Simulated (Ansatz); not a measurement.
## Decaying states in the gap of CdH2SeO

Aim: relax a made-up compound, CdH2SeO, and see how good a tunnel barrier it would be. It is built by putting Se for part of the O in the CdH2O2 structure of space group P1, with the volume rescaled by atomic radii. The parent structure comes from the Materials Project.

Main program and level: Ansatz 0.2.0; PBEsol DFT, plane waves, PAW files, in the first sound run; inputs show where later runs differ.

Most raw output is cut from this account.

The structure was built from a prototype and need not be the compound's stable phase.

### 1. The structure

The cell holds 10 atoms: 2 Cd, 4 H, 2 Se and 2 O. Its edges and angles: a = 3.751 Å, b = 6.230 Å, c = 6.613 Å, α = 117.5°, β = 105.8°, γ = 91.2°. It derives from CdH2O2. Se for part of the O in the CdH2O2 structure of space group P1.

### 2. Relaxing the new crystal

The substituted atoms don't fit the parent's cell, so cell and atoms relax together. A small smearing keeps the run stable in case the gap closes on the way.

input.yaml

```yaml
crystal:
  lattice:
    - [3.7512625738, 0.0, 0.0]
    - [-0.1318475126, 6.2283171908, 0.0]
    - [-1.7966178313, -3.087425231, 5.5647810341]
  atoms:
    - { symbol: Cd, position: [0.1715318, 0.15317279, 0.31448616] }
    - { symbol: Cd, position: [0.86394922, 0.84254108, 0.69889994] }
    - { symbol: H, position: [0.52710469, 0.72146226, 0.01288351] }
    - { symbol: H, position: [0.35882396, 0.32026176, 0.00175026] }
    - { symbol: H, position: [0.88324759, 0.37538458, 0.72971879] }
    - { symbol: H, position: [0.16204356, 0.65266803, 0.28255553] }
    - { symbol: Se, position: [0.5285863, 0.88884114, 0.00802117] }
    - { symbol: O, position: [0.07731351, 0.31117879, 0.00394816] }
    - { symbol: O, position: [0.80081432, 0.39603256, 0.57127453] }
    - { symbol: Se, position: [0.23739505, 0.83033701, 0.44070695] }
kpoints:
  mp_grid: { grid: [6, 4, 4] }
scf:
  occupations: { method: gaussian, width: 0.03 }
hamiltonian:
  xc: pbesol
output:
  forces: true
  stress: true
relax:
  f_tol: 0.02
  max_steps: 60
  cell: {}
```

Launch:

```
> ansatz run input.yaml --threads 2 --pin off --max-ram 4096MiB --backend cpu --events-out ev --progress --plain --runs-dir out
```

The job ended after 7.2 min (2 threads of Intel Xeon 6975P-C (Granite Rapids), shared host; peak memory 0.68 GiB).

Relaxation path (22 of 46):

```
step  energy less that of the first step (eV)  largest force component (eV/Å)  pressure (GPa)  volume (Å³)
   1                                   0.0000                         25.4019           25.83       130.02
   3                                  -8.1340                          2.4401            1.79       143.31
   5                                  -8.6017                          0.5526           -0.12       143.66
   7                                  -8.8840                          0.6334            1.17       140.58
  10                                  -9.3011                          1.0361            1.26       143.86
  12                                  -9.6571                          0.3004           -0.01       148.87
  14                                  -9.7364                          0.6108           -0.59       148.19
  16                                  -9.7658                          0.2393           -0.13       148.17
  18                                  -9.7859                          0.0898           -0.09       147.85
  20                                  -9.7937                          0.1313            0.00       148.57
  22                                  -9.7812                          0.7716            0.59       147.93
  25                                  -9.8122                          0.2284           -0.26       149.54
  27                                  -9.8152                          0.2304           -0.25       149.95
  29                                  -9.8169                          0.0456           -0.11       150.39
 31*                                  -9.9403                          0.0211            0.92       150.20
  33                                  -9.9863                          0.0892           -0.01       155.39
  35                                  -9.9913                          0.0546           -0.06       156.30
  37                                  -9.9925                          0.0198            0.04       155.97
  40                                 -10.0170                          0.0273            0.02       156.34
  42                                 -10.0176                          0.0110            0.01       156.45
  44                                 -10.0190                          0.0046           -0.01       156.54
 46*                                 -10.0192                          0.0047            0.00       156.57
```

Relaxation steps marked * repeat the geometry before them on a plane-wave basis chosen anew for their cell, so energy and pressure can jump there. Other such steps can lie between the rows shown. Relaxation steps 15, 21, 22, 29, 41 were tried and not accepted.

```
     cell as run  before   after   change
           a (Å)   3.751   4.145  +10.5 %
           b (Å)   6.230   5.871   -5.8 %
           c (Å)   6.613   7.056   +6.7 %
           α (°)  117.45  112.88   -3.9 %
           β (°)  105.77   95.00  -10.2 %
           γ (°)   91.21   94.03   +3.1 %
volume (Å³/atom)   13.00   15.66  +20.4 %
```

The atoms that moved most (Å, as changes of fractional coordinates times the final cell):

```
atom      dx      dy      dz  length
  H3   1.518  -0.651   0.438   1.709
Se10  -0.426   0.725   1.281   1.532
  H5  -0.785   0.172  -1.046   1.318
  H6   1.003  -0.323  -0.746   1.291
  O9  -0.499   0.305  -0.676   0.894
 Se7   0.601  -0.495   0.382   0.868
  O8   0.213   0.225   0.761   0.822
  H4  -0.649  -0.063  -0.271   0.707
```

Numbers from this step:

```
free energy  : -28402.6188 eV
Fermi energy : 5.913 eV
pressure     : -0.003839 GPa
```

The largest force component on a free atom ends at 0.0047 eV/Å.

### 3. Band edges

The energy window and the wavevectors of the next steps follow from the band edges, so these are searched first, off the mesh as well.

input.yaml

```yaml
crystal:
  lattice:
    - [4.1242145456, -0.0882930072, 0.4052830736]
    - [-0.2915509811, 5.8632514787, 0.0195087225]
    - [-1.301355924, -2.8324767496, 6.3301603482]
  atoms:
    - { symbol: Cd, position: [0.1013097517, 0.2049600923, 0.3373350732] }
    - { symbol: Cd, position: [0.6969925963, 0.8031178232, 0.6717387393] }
    - { symbol: H, position: [0.9035521316, 0.6380994272, 0.0582871629] }
    - { symbol: H, position: [0.1892660838, 0.2915441387, -0.0301790997] }
    - { symbol: H, position: [0.6424576097, 0.3287506823, 0.5801155136] }
    - { symbol: H, position: [0.3560232415, 0.5377538, 0.1526049487] }
    - { symbol: Se, position: [0.6862145768, 0.8310795247, 0.0584245902] }
    - { symbol: O, position: [0.1716365084, 0.40592349, 0.1178443399] }
    - { symbol: O, position: [0.6493660537, 0.3988328717, 0.4741798411] }
    - { symbol: Se, position: [0.2139914463, 1.0518181499, 0.6438938908] }
kpoints:
  mp_grid: { grid: [6, 4, 4] }
  band_path: { path: [VBM, CBM], npoints: 30 }
scf:
  occupations: { method: fixed }
hamiltonian:
  xc: pbesol
output:
  eigenvalues: true
  write_potential: true
  write_density: true
  volumetric_format: npy
```

The job ended after 43 s (2 threads; peak memory 0.77 GiB).

Numbers from this step:

| Quantity | Value |
| --- | --- |
| free energy | -28402.6189 eV |
| Fermi energy | 5.310 eV |
| gap on the k-mesh | 1.206 eV |
| gap on path | 1.206 eV, by band count; negative where bands overlap |
| direct gap on path | 1.206 eV |
| edge places on path | 0, 0 1/A along the path |

Levels at VBM (eV): -7.67, -7.55, -7.50, -7.41, -7.36, -7.18, -7.12, -7.10, -7.09, -7.03, -5.87, -5.16, -4.54, -4.08, -2.68, -2.26, -1.87, -0.99, -0.67, -0.39, 0.00, 1.21, 3.81, 4.61, 5.49, 6.22, 6.58, 6.94, 7.33, 7.56.

The searched edges give 1.21 eV, as on the mesh.

### 4. Decaying states in the gap

This step: PBEsol DFT, plane waves, PAW files; complex bands by layer matching along the plane's normal (Ansatz 0.2.0).

The same crystal is laid in a cell whose first two vectors span the (100) plane (indices of the standard conventional cell, whose axes can be ordered otherwise than in the bulk input). At fixed energy and wavevector in the plane the solver finds all kz, real and complex. A few wavevectors are listed, (0, 0) and (0.5, 0) in units of the plane's reciprocal vectors; the slowest state needn't be among them.

input.yaml

```yaml
crystal:
  lattice:
    - [5.870528125, 0.0, 0.0]
    - [-2.743299787, 6.500899022, 0.0]
    - [-0.291659679, -0.515557344, 4.102478629]
  atoms:
    - { symbol: Cd, position: [0.2049600923, 0.3373350732, 0.1013097517] }
    - { symbol: Cd, position: [0.8031178232, 0.6717387393, 0.6969925963] }
    - { symbol: H, position: [0.6380994272, 0.0582871629, 0.9035521316] }
    - { symbol: H, position: [0.2915441387, 0.9698209003, 0.1892660838] }
    - { symbol: H, position: [0.3287506823, 0.5801155136, 0.6424576097] }
    - { symbol: H, position: [0.5377538, 0.1526049487, 0.3560232415] }
    - { symbol: Se, position: [0.8310795247, 0.0584245902, 0.6862145768] }
    - { symbol: O, position: [0.40592349, 0.1178443399, 0.1716365084] }
    - { symbol: O, position: [0.3988328717, 0.4741798411, 0.6493660537] }
    - { symbol: Se, position: [0.0518181499, 0.6438938908, 0.2139914463] }
kpoints:
  mp_grid: { grid: [4, 4, 6] }
scf:
  occupations: { method: fixed }
hamiltonian:
  xc: pbesol
output:
  eigenvalues: true
  transmission:
    leads: [[0, 0]]
    kpoints: [[0.0, 0.0], [0.5, 0.0]]
    e_range: [-1.0, 2.21]
    de: 0.06
```

Run time: 57 s. Hardware: 2 threads; peak memory 1.3 GiB.

Numbers from this step:

* level to which the leads are filled: 0.6030 eV from the Fermi level
* decay constant at the filling level, zone centre: 0.1161 Å⁻¹
* decay constant at the filling level, slowest listed point: 0.1161 Å⁻¹

K parallel (0, 0); values up to 1.5 1/Å, a degenerate pair printed once or twice; energies at which all values exceed this have no row. Table of Im kz of the slowest decaying states by energy, zero at the highest filled level on the SCF mesh:

```
energy (eV)  decay 1 (Å⁻¹)  decay 2 (Å⁻¹)  decay 3 (Å⁻¹)  decay 4 (Å⁻¹)
      -1.00          0.207          0.290          0.728          0.972
      -0.82          0.198          0.273          0.755          0.965
      -0.70          0.232          0.287          0.775          0.956
      -0.52          0.151          0.398          0.801          0.937
      -0.34          0.152          0.158          0.712          0.848
      -0.22          0.205          0.240          0.755          0.855
      -0.04          0.236          0.330          0.805          0.842
       0.02         0.0308          0.243          0.350          0.819
       0.14         0.0756          0.255          0.383          0.817
       0.26         0.0960          0.264          0.411          0.796
       0.44          0.112          0.275          0.447          0.758
       0.56          0.116          0.280          0.469          0.729
       0.74          0.113          0.285          0.499          0.685
       0.92         0.0997          0.287          0.525          0.640
       1.04         0.0811          0.287          0.540          0.612
       1.22          0.286          0.559          0.576          0.684
       1.40          0.284          0.546          0.572          0.665
       1.52          0.282          0.529          0.578          0.653
       1.70          0.278          0.507          0.583          0.636
       1.88          0.273          0.489          0.586          0.618
       2.00          0.268          0.478          0.586          0.606
       2.18          0.261          0.462          0.584          0.587
```

K parallel (0, 0). Table of Re kz of states that move upwards by energy, zero at the highest filled level on the SCF mesh:

```
energy (eV)  channel 1 (Å⁻¹)  channel 2 (Å⁻¹)  channel 3 (Å⁻¹)
      -1.00           -0.601           -0.279          -0.0645
      -0.88           -0.433           -0.224                -
      -0.76           -0.268           -0.132                -
      -0.70           -0.227          -0.0680                -
      -0.58           -0.178                -                -
      -0.46           -0.574           -0.126                -
      -0.34           -0.373                -                -
      -0.22           -0.130                -                -
      -0.10          -0.0749                -                -
      -0.04          -0.0451                -                -
       0.02                -                -                -
       0.08                -                -                -
       0.20                -                -                -
       0.32                -                -                -
       0.44                -                -                -
       0.56                -                -                -
       0.62                -                -                -
       0.74                -                -                -
       0.86                -                -                -
       0.98                -                -                -
       1.10                -                -                -
       1.22           0.0259                -                -
       1.28           0.0608                -                -
       1.40            0.103                -                -
       1.52            0.138                -                -
       1.64            0.169                -                -
       1.76            0.198                -                -
       1.88            0.226                -                -
       1.94            0.240                -                -
       2.06            0.267                -                -
       2.18            0.293                -                -
```

K parallel (0.5, 0); values up to 1.5 1/Å, a degenerate pair printed once or twice; energies at which all values exceed this have no row. The Im kz of the slowest decaying states by energy, zero at the highest filled level on the SCF mesh:

```
energy (eV)  decay 1 (Å⁻¹)  decay 2 (Å⁻¹)  decay 3 (Å⁻¹)  decay 4 (Å⁻¹)
      -1.00          0.135          0.184          0.468          0.933
      -0.88         0.0710         0.0970          0.188          0.455
      -0.76         0.0944          0.175          0.465          0.912
      -0.64          0.153          0.218          0.501          0.902
      -0.52          0.202          0.248          0.538          0.869
      -0.34          0.276          0.317          0.633          0.660
      -0.22         0.0857          0.238          0.349          0.385
      -0.10         0.0577          0.308          0.332          0.369
       0.02          0.110          0.338          0.363          0.384
       0.14          0.138          0.346          0.394          0.401
       0.26          0.159          0.354          0.402          0.431
       0.38          0.174          0.360          0.406          0.456
       0.50          0.186          0.366          0.409          0.479
       0.68          0.201          0.373          0.411          0.508
       0.80          0.208          0.377          0.410          0.525
       0.92          0.213          0.379          0.407          0.540
       1.04          0.218          0.381          0.404          0.552
       1.16          0.221          0.382          0.399          0.562
       1.28          0.223          0.383          0.393          0.571
       1.40          0.225          0.383          0.386          0.577
       1.52          0.225          0.377          0.382          0.581
       1.70          0.224          0.362          0.379          0.584
       1.82          0.221          0.350          0.377          0.585
       1.94          0.218          0.336          0.373          0.585
       2.06          0.214          0.320          0.369          0.568
       2.18          0.209          0.302          0.364          0.552
```

At the listed wavevectors the last open channel is at -0.04 eV and the next at +1.22 eV on the grid. At +0.62 eV, the grid energy nearest the filling level (the middle of the gap on the SCF mesh), the slowest state at the listed wavevectors decays with κ = 0.116 Å⁻¹, its amplitude falling by e over 8.6 Å. Through 1 nm of this crystal that state's transmission falls by exp(−2 × 0.116 Å⁻¹ × 10 Å) = 0.098.

### 5. Band edges at another level, cutoff 500 eV

This step: r2SCAN DFT, plane waves, PAW files (Ansatz 0.2.0).

The edges again with r2SCAN, at the same atoms. Against that run the cutoff is 500 eV against 420.

input.yaml

```yaml
crystal:
  lattice:
    - [4.1242145456, -0.0882930072, 0.4052830736]
    - [-0.2915509811, 5.8632514787, 0.0195087225]
    - [-1.301355924, -2.8324767496, 6.3301603482]
  atoms:
    - { symbol: Cd, position: [0.1013097517, 0.2049600923, 0.3373350732] }
    - { symbol: Cd, position: [0.6969925963, 0.8031178232, 0.6717387393] }
    - { symbol: H, position: [0.9035521316, 0.6380994272, 0.0582871629] }
    - { symbol: H, position: [0.1892660838, 0.2915441387, -0.0301790997] }
    - { symbol: H, position: [0.6424576097, 0.3287506823, 0.5801155136] }
    - { symbol: H, position: [0.3560232415, 0.5377538, 0.1526049487] }
    - { symbol: Se, position: [0.6862145768, 0.8310795247, 0.0584245902] }
    - { symbol: O, position: [0.1716365084, 0.40592349, 0.1178443399] }
    - { symbol: O, position: [0.6493660537, 0.3988328717, 0.4741798411] }
    - { symbol: Se, position: [0.2139914463, 1.0518181499, 0.6438938908] }
kpoints:
  mp_grid: { grid: [6, 4, 4] }
  band_path: { path: [VBM, CBM], npoints: 30 }
scf:
  occupations: { method: fixed }
hamiltonian:
  xc: r2scan
output:
  eigenvalues: true
```

Run time: 65 s. Hardware: 2 threads; peak memory 1.1 GiB.

Numbers from this step:

| Item | Value |
| --- | --- |
| free energy | -28695.9515 eV |
| Fermi energy | 5.142 eV |
| gap on the k-mesh | 1.736 eV |
| gap on path | 1.736 eV, by band count; negative where bands overlap |
| direct gap on path | 1.736 eV |

Levels at VBM (eV): -7.98, -7.86, -7.80, -7.70, -7.66, -7.49, -7.43, -7.40, -7.39, -7.33, -6.11, -5.41, -4.77, -4.12, -2.83, -2.43, -1.92, -1.00, -0.69, -0.40, 0.00, 1.74, 4.35, 5.06, 6.04, 6.66, 7.16, 7.53, 7.96.

The searched edges give 1.74 eV, as on the mesh.

For the gap on path, step 3 gave 1.21 eV; this run, with r2SCAN and cutoff 500 eV, gives 1.74 eV.

(Continued in part 2 of 2.)

[Logs are printed without paths, hosts, clocks, repeated set-up lines and the standing remarks that a program may print on its own settings, such as how far it seeks lower states.]

[Hosts, paths, dates, database ids (printed as entryN), source tags and the programs' standing remarks are cut or masked in the printed files.]
